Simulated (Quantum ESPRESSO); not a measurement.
# Magnetic state of FeI2 from several starts, part 2 of 2

Does FeI2 prefer parallel or opposed moments?

Quantum ESPRESSO 7.5; PBEsol with U = 4.5 eV on Fe d (ortho-atomic projectors); plane waves with GBRV 1.5 PBEsol potentials, no spin-orbit coupling.

So far, absolute magnetization (μB): step 2 (run 1 (ferro +)) 4.03.

The database entry behind the starting cell has ideal inner coordinates that were not refined, so it need not match the best structure at ambient conditions.

**3. Run 2 (antiferro q=(0,1/2,0) +−)**

The cell is doubled to 6 atoms to hold this order. The wavevector q is in fractions of the reciprocal vectors of the crystal's primitive cell, as the cells of these inputs are built from it; moments change sign between cells as cos(2π q·R).

pw.in reads:

```
&CONTROL
  calculation = 'scf'
  prefix = 'pwscf'
  outdir = './tmp'
  pseudo_dir = './pseudo'
  disk_io = 'nowf'
/
&SYSTEM
  ibrav = 0
  celldm(1) = 8
  nat = 6
  ntyp = 3
  ecutwfc = 40
  ecutrho = 280
  nbnd = 40
  occupations = 'smearing'
  smearing = 'fd'
  degauss = 0.00734986
  nspin = 2
  starting_magnetization(1) = 0.25
  starting_magnetization(2) = -0.25
  starting_magnetization(3) = 0
/
&ELECTRONS
  conv_thr = 1.2d-08
  electron_maxstep = 150
  mixing_beta = 0.3
/
ATOMIC_SPECIES
Fe1    55.8450 fe_pbesol_v1.5.uspp.F.UPF
Fe2    55.8450 fe_pbesol_v1.5.uspp.F.UPF
I     126.9045 i_pbesol_v1.uspp.F.UPF
CELL_PARAMETERS alat
   0.9543116929360    0.0000000000000    0.0000000000000
  -0.9543116929360    1.6529163384274    0.0000000000000
   0.0000000000000    0.0000000000000    1.5944564176530
ATOMIC_POSITIONS crystal
Fe1     0.0000000000    0.0000000000    0.0000000000
Fe2     0.0000000000    0.5000000000    0.0000000000
I       0.3333333333    0.3333333334    0.2500000000
I       0.3333333333    0.8333333333    0.2500000000
I       0.6666666667    0.1666666666    0.7500000000
I       0.6666666667    0.6666666666    0.7500000000
K_POINTS automatic
6 3 4 0 0 0
HUBBARD {ortho-atomic}
U Fe1-3d 4.5000
U Fe2-3d 4.5000
```

Run with:

```bash
$ OMP_NUM_THREADS=1 mpirun -n 4 pw.x -nk 4 -in pw.in > pw.out
```

The program printed:

```text
[banner, memory and clock lines left out]
Program PWSCF v.7.5 starts

     Message from routine setup:
     using ibrav=0 with symmetry is DISCOURAGED, use correct ibrav instead

     bravais-lattice index     =            0
     lattice parameter (alat)  =       8.0000  a.u.
     unit-cell volume          =    1287.7268 (a.u.)^3
     number of atoms/cell      =            6
     number of atomic types    =            3
     number of electrons       =        60.00
     number of Kohn-Sham states=           40
     kinetic-energy cutoff     =      40.0000  Ry
     charge density cutoff     =     280.0000  Ry
     scf convergence threshold =      1.2E-08
     mixing beta               =       0.3000
     number of iterations used =            8  plain     mixing
     Exchange-correlation= SLA  PW   PSX  PSC
                           (   1   4  10   8   0   0   0)
     Hubbard projectors: ortho-atomic
     Hubbard parameters of DFT+U (Dudarev formulation) in eV:
     U(Fe1-3d) =  4.5000
     U(Fe2-3d) =  4.5000

     Internal variables: lda_plus_u =T, lda_plus_u_kind = 0

     Internal variables: orbital_resolved =F, hub_pot_fix =F, apply_U = F

     celldm(1)=   8.000000  celldm(2)=   0.000000  celldm(3)=   0.000000
     celldm(4)=   0.000000  celldm(5)=   0.000000  celldm(6)=   0.000000

     crystal axes: (cart. coord. in units of alat)
               a(1) = (   0.954312   0.000000   0.000000 )
               a(2) = (  -0.954312   1.652916   0.000000 )
               a(3) = (   0.000000   0.000000   1.594456 )

     reciprocal axes: (cart. coord. in units 2 pi/alat)
               b(1) = (  1.047876  0.604991 -0.000000 )
               b(2) = (  0.000000  0.604991  0.000000 )
               b(3) = (  0.000000 -0.000000  0.627173 )

     PseudoPot. # 1 for Fe read from file:
     fe_pbesol_v1.5.uspp.F.UPF
     Pseudo is Ultrasoft + core correction, Zval = 16.0

     PseudoPot. # 2 for Fe read from file:
     fe_pbesol_v1.5.uspp.F.UPF
     Pseudo is Ultrasoft + core correction, Zval = 16.0

     PseudoPot. # 3 for I  read from file:
     i_pbesol_v1.uspp.F.UPF
     Pseudo is Ultrasoft + core correction, Zval =  7.0

     atomic species   valence    mass     pseudopotential
     Fe1              16.00    55.84500     Fe( 1.00)
     Fe2              16.00    55.84500     Fe( 1.00)
     I                 7.00   126.90450     I ( 1.00)

     Starting magnetic structure
     atomic species   magnetization
     Fe1             0.250
     Fe2            -0.250
     I               0.000

      4 Sym. Ops., with inversion, found

   Cartesian axes

     site n.     atom                  positions (alat units)
         1        Fe1    tau(   1) = (   0.0000000   0.0000000   0.0000000  )
         2        Fe2    tau(   2) = (  -0.4771558   0.8264582   0.0000000  )
         3        I      tau(   3) = (  -0.0000000   0.5509721   0.3986141  )
         4        I      tau(   4) = (  -0.4771558   1.3774303   0.3986141  )
         5        I      tau(   5) = (   0.4771558   0.2754861   1.1958423  )
         6        I      tau(   6) = (   0.0000000   1.1019442   1.1958423  )

     number of k points=    28  Fermi-Dirac smearing, width (Ry)=  0.0073
                       cart. coord. in units 2pi/alat
        k(    1) = (   0.0000000   0.0000000   0.0000000), wk =   0.0138889
        k(    2) = (   0.0000000   0.0000000   0.1567932), wk =   0.0277778
        k(    3) = (   0.0000000   0.0000000  -0.3135865), wk =   0.0138889
        k(    4) = (   0.0000000   0.2016638   0.0000000), wk =   0.0277778
        k(    5) = (   0.0000000   0.2016638   0.1567932), wk =   0.0277778
        [... 23 further k-points ...]

     Dense  grid:   101841 G-vectors     FFT dimensions: (  45,  81,  72)

     Smooth grid:    43929 G-vectors     FFT dimensions: (  32,  64,  54)

     Check: negative core charge=   -0.000011
     Generating pointlists ...
     new r_m :   0.2805 (alat units)  2.2442 (a.u.) for type    1
     new r_m :   0.2805 (alat units)  2.2442 (a.u.) for type    2
     new r_m :   0.2805 (alat units)  2.2442 (a.u.) for type    3

     Initial potential from superposition of free atoms

     starting charge      57.9996, renormalised to      60.0000

     STARTING HUBBARD OCCUPATIONS:

     =================== HUBBARD OCCUPATIONS ===================
     ------------------------ ATOM    1 ------------------------
     Tr[ns(  1)] (up, down, total) =   5.00000  0.00000  5.00000
     Atomic magnetic moment for atom   1 =   5.00000
     [... lines left out ...]
     ------------------------ ATOM    2 ------------------------
     Tr[ns(  2)] (up, down, total) =   0.00000  5.00000  5.00000
     Atomic magnetic moment for atom   2 =  -5.00000
     [... lines left out ...]
     Number of occupied Hubbard levels =   10.0000

     Atomic wfc used for Hubbard projectors are orthogonalized

     Starting wfcs are   42 randomized atomic wfcs

     Self-consistent Calculation

     iteration #  1     ecut=    40.00 Ry     beta= 0.30
     Davidson diagonalization with overlap
     ethr =  1.00E-02,  avg # of iterations =  3.1

     =================== HUBBARD OCCUPATIONS ===================
     ------------------------ ATOM    1 ------------------------
     Tr[ns(  1)] (up, down, total) =   4.95111  1.09258  6.04369
     Atomic magnetic moment for atom   1 =   3.85853
     [... lines left out ...]
     ------------------------ ATOM    2 ------------------------
     Tr[ns(  2)] (up, down, total) =   1.09455  4.95110  6.04566
     Atomic magnetic moment for atom   2 =  -3.85655
     [... lines left out ...]
     Number of occupied Hubbard levels =   12.0894

     Threshold (ethr) on eigenvalues was too large:
     Diagonalizing with lowered threshold

     Davidson diagonalization with overlap
     ethr =  5.83E-04,  avg # of iterations =  3.2

     total energy              =    -760.49661435 Ry
     estimated scf accuracy    <       0.41265746 Ry

     total magnetization       =    -0.00 Bohr mag/cell
     absolute magnetization    =     8.09 Bohr mag/cell

     iteration #  2     ecut=    40.00 Ry     beta= 0.30
     Davidson diagonalization with overlap
     ethr =  6.88E-04,  avg # of iterations =  3.6

     total energy              =    -760.58748159 Ry
     estimated scf accuracy    <       0.10846139 Ry

     total magnetization       =     0.01 Bohr mag/cell
     absolute magnetization    =     7.58 Bohr mag/cell

     [... further iterations left out ...]

     iteration # 78     ecut=    40.00 Ry     beta= 0.30
     Davidson diagonalization with overlap
     ethr =  8.28E-11,  avg # of iterations =  4.1

     total energy              =    -760.64309581 Ry
     estimated scf accuracy    <       0.00000004 Ry

     total magnetization       =     0.00 Bohr mag/cell
     absolute magnetization    =     7.63 Bohr mag/cell

     iteration # 79     ecut=    40.00 Ry     beta= 0.30
     Davidson diagonalization with overlap
     ethr =  6.07E-11,  avg # of iterations =  5.4

     Magnetic moment per site  (integrated on atomic sphere of radius R)
     atom   1 (R=0.281)  charge= 14.6344  magn=  3.6214
     atom   2 (R=0.281)  charge= 14.6344  magn= -3.6215
     atom   3 (R=0.281)  charge=  4.5356  magn= -0.0118
     atom   4 (R=0.281)  charge=  4.5359  magn=  0.0118
     atom   5 (R=0.281)  charge=  4.5359  magn=  0.0118
     atom   6 (R=0.281)  charge=  4.5356  magn= -0.0118

     End of self-consistent calculation

     =================== HUBBARD OCCUPATIONS ===================
     ------------------------ ATOM    1 ------------------------
     Tr[ns(  1)] (up, down, total) =   4.94973  1.28936  6.23909
     Atomic magnetic moment for atom   1 =   3.66038
     [... lines left out ...]
     ------------------------ ATOM    2 ------------------------
     Tr[ns(  2)] (up, down, total) =   1.28925  4.94975  6.23899
     Atomic magnetic moment for atom   2 =  -3.66050
     [... lines left out ...]
     Number of occupied Hubbard levels =   12.4781

     [... lines left out ...]
     the Fermi energy is     5.5645 ev

!    total energy              =    -760.64310264 Ry
     estimated scf accuracy    <          9.7E-09 Ry
     smearing contrib. (-TS)   =      -0.01520257 Ry
     internal energy E=F+TS    =    -760.62790007 Ry

     The total energy is F=E-TS. E is the sum of the following terms:
     one-electron contribution =    -509.39006719 Ry
     hartree contribution      =     272.56393314 Ry
     xc contribution           =    -249.35863468 Ry
     ewald contribution        =    -274.68015626 Ry
     Hubbard energy            =       0.23702491 Ry

     total magnetization       =    -0.00 Bohr mag/cell
     absolute magnetization    =     7.63 Bohr mag/cell

     convergence has been achieved in  79 iterations
```

Elapsed: 21 min, on 4 MPI ranks of Intel Xeon at 2.50GHz (Skylake/Cascade Lake), shared host; peak memory 1.1 GiB.

Spin moment in the atom's sphere by atom:

```csv
atom,spin moment in the atom's sphere (μB)
Fe1,3.62
Fe2,-3.62
I3,-0.01
I4,0.01
I5,0.01
I6,-0.01
```

Read from the output:

```
smearing term TS       : 0.2068 eV
magnetization          : 0 μB
absolute magnetization : 7.634 μB
final state            : antiferromagnetic
```

**4. Run 3 (ferro +)**

pw.in reads:

```
&CONTROL
  calculation = 'scf'
  prefix = 'pwscf'
  outdir = './tmp'
  pseudo_dir = './pseudo'
  disk_io = 'nowf'
/
&SYSTEM
  ibrav = 0
  celldm(1) = 8
  nat = 3
  ntyp = 2
  ecutwfc = 40
  ecutrho = 280
  nbnd = 24
  occupations = 'smearing'
  smearing = 'fd'
  degauss = 0.00734986
  nspin = 2
  starting_magnetization(1) = 0.25
  starting_magnetization(2) = 0
/
&ELECTRONS
  conv_thr = 6d-09
  electron_maxstep = 150
  mixing_beta = 0.3
/
ATOMIC_SPECIES
Fe     55.8450 fe_pbesol_v1.5.uspp.F.UPF
I     126.9045 i_pbesol_v1.uspp.F.UPF
CELL_PARAMETERS alat
   0.9543116929360    0.0000000000000    0.0000000000000
  -0.4771558464680    0.8264581692137    0.0000000000000
   0.0000000000000    0.0000000000000    1.5944564176530
ATOMIC_POSITIONS crystal
Fe      0.0000000000    0.0000000000    0.0000000000
I       0.3333333333    0.6666666667    0.2500000000
I       0.6666666667    0.3333333333    0.7500000000
K_POINTS automatic
6 6 4 0 0 0
HUBBARD {ortho-atomic}
U Fe-3d 4.5000
```

The program printed:

```text
     [... lines left out ...]
Program PWSCF v.7.5 starts
     [... lines left out ...]
     number of atoms/cell      =            3
     [... lines left out ...]
     number of electrons       =        30.00
     number of Kohn-Sham states=           24
     kinetic-energy cutoff     =      40.0000  Ry
     charge density cutoff     =     280.0000  Ry
     scf convergence threshold =      6.0E-09
     [... lines left out ...]
     12 Sym. Ops., with inversion, found
     [... lines left out ...]
     number of k points=    24  Fermi-Dirac smearing, width (Ry)=  0.0073
     [... lines left out ...]
     iteration # 17     ecut=    40.00 Ry     beta= 0.30
     [... lines left out ...]
     Magnetic moment per site  (integrated on atomic sphere of radius R)
     atom   1 (R=0.281)  charge= 14.6344  magn=  3.6301
     atom   2 (R=0.281)  charge=  4.5353  magn=  0.1051
     atom   3 (R=0.281)  charge=  4.5353  magn=  0.1051
     [... lines left out ...]
     Tr[ns(  1)] (up, down, total) =   4.95204  1.28888  6.24092
     [... lines left out ...]
     the Fermi energy is     5.5641 ev
!    total energy              =    -380.32290005 Ry
     estimated scf accuracy    <          4.0E-09 Ry
     smearing contrib. (-TS)   =      -0.00623090 Ry
     [... lines left out ...]
     total magnetization       =     4.00 Bohr mag/cell
     absolute magnetization    =     4.02 Bohr mag/cell
     convergence has been achieved in  17 iterations
```

Wall time 71 s (4 MPI ranks); peak memory 0.56 GiB; 4.2 min of CPU time.

Spin moment in the atom's sphere by atom:

```csv
atom,spin moment in the atom's sphere (μB)
Fe1,3.63
I2,0.11
I3,0.11
```

Numbers from this step:

- smearing term TS: 0.08478 eV
- magnetization: 3.999 μB
- absolute magnetization: 4.025 μB
- final state: ferromagnetic

**5. The states side by side**

An order is kept where moments of 0.15 μB or more survive with the typed signs; meshes match where a doubled cell samples the same k points as the first cell.

Orders:

```csv
start,final state,typed order kept,energy over the lowest (meV a seeded atom),largest site moment (μB),net moment (μB a cell of the first run),mesh matched,CPU time (s)
ferro +,ferromagnetic,yes,0,3.63,3.999,yes,256.8
"antiferro q=(0,1/2,0) +-",antiferromagnetic,yes,18.35,3.621,0,yes,4285
ferro +,ferromagnetic,yes,0,3.63,3.999,yes,253.8
```

**6. Occupations of the corrected shells in the lowest state**

Occupations of the Hubbard shells:

```csv
block,type,shell,spin,electrons,occupation numbers
1,Fe,3d,up,4.952,0.989 0.989 0.990 0.992 0.992
1,Fe,3d,down,1.289,0.019 0.081 0.081 0.554 0.554
```

**7. What came out**

```
lowest state found      : ferromagnetic (from ferro + and ferro +)
largest site moment     : 3.63 μB
next state with moments : antiferromagnetic, 18.4 meV a seeded atom higher
```

In words: The smearing terms TS of the orders run from 85 to 103 meV a seeded atom, so the differences would change at a smaller width: an order with a larger TS is lowered more by the smearing. Only these 3 starts were compared; other wavevectors, canted and longer-period orders were not. Energies are free energies at an electronic temperature of 1160 K, which lowers moments and differences where the moments are itinerant. The smearing term is large for its width, so states at the Fermi level are partly filled: at this level the cell is a metal or has a gap of a few widths at most. Degenerate orbitals of a corrected shell are partly filled. Whether a state of lower symmetry lies under this one was not tested; under a U it often does.

[Logs and program files are shortened in this print: banners, set-up blocks, solver, clock and traceback lines can be left out without a mark of their own.]

[Logs are printed without paths, hosts, clocks, repeated set-up lines and the standing remarks that a program may print on its own settings, such as how far it seeks lower states.]

[Hosts, paths, dates, database ids (printed as entryN), source tags and the programs' standing remarks are cut or masked in the printed files.]

[Where a cell is said to come from a database of computed structures, the database is the Materials Project.]
